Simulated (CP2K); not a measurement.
Two runs for the C K edge of butadiene. Run A: CP2K XAS_TDP, all-electron GAPW, PBEh(45%), aug-cc-pVDZ, TDA, no relativity. Run B differs in one setting.

First lines with a strength over 0.0015. A:

```csv
atom,energy (eV),states,"strength, one atom"
"C1 (bonded to C and 2 H), 2 alike",280.62,1,0.0490
,284.13,1,0.0062
,284.51,1,0.0161
,285.73,1,0.0077
,285.78,1,0.0050
"C2 (bonded to 2 C and H), 2 alike",281.05,1,0.0451
,284.37,1,0.0113
,284.43,1,0.0128
,286.06,1,0.0020
,286.15,1,0.0020
```

B:

```csv
atom,energy (eV),states,"strength, one atom"
"C1 (bonded to C and 2 H), 2 alike",284.64,1,0.0574
,288.89,1,0.0097
,289.22,1,0.0291
,290.50,1,0.0015
,290.74,1,0.0060
"C2 (bonded to 2 C and H), 2 alike",285.07,1,0.0561
,289.15,1,0.0218
,289.33,1,0.0088
,291.19,1,0.0024
,291.23,1,0.0037
```

Question: Which was it: the basis, scalar relativity switched on, GW2X switched on, the functional?

The functional (functional from PBEh(45%) to PBEh(60%); the lines alone don't name the new value). A functional moves all lines by electronvolts and changes their spacings and strengths. Against PBEh(45%) in aug-cc-pVDZ, the leading lines move by +4.02 eV (C1, to 284.64) and +4.02 eV (C2, to 285.07); the strength of C1's goes from 0.0490 to 0.0574. The next line of C1 over the strength cut lies 4.25 eV higher, against 3.51.

[Banner, clock and machine lines of the logs are left out without a mark of their own.]

[Logs are printed without paths, hosts, clocks, repeated set-up lines and the standing remarks that a program may print on its own settings, such as how far it seeks lower states.]

[Hosts, paths, dates, database ids (printed as entryN), source tags and the programs' standing remarks are cut or masked in the printed files.]
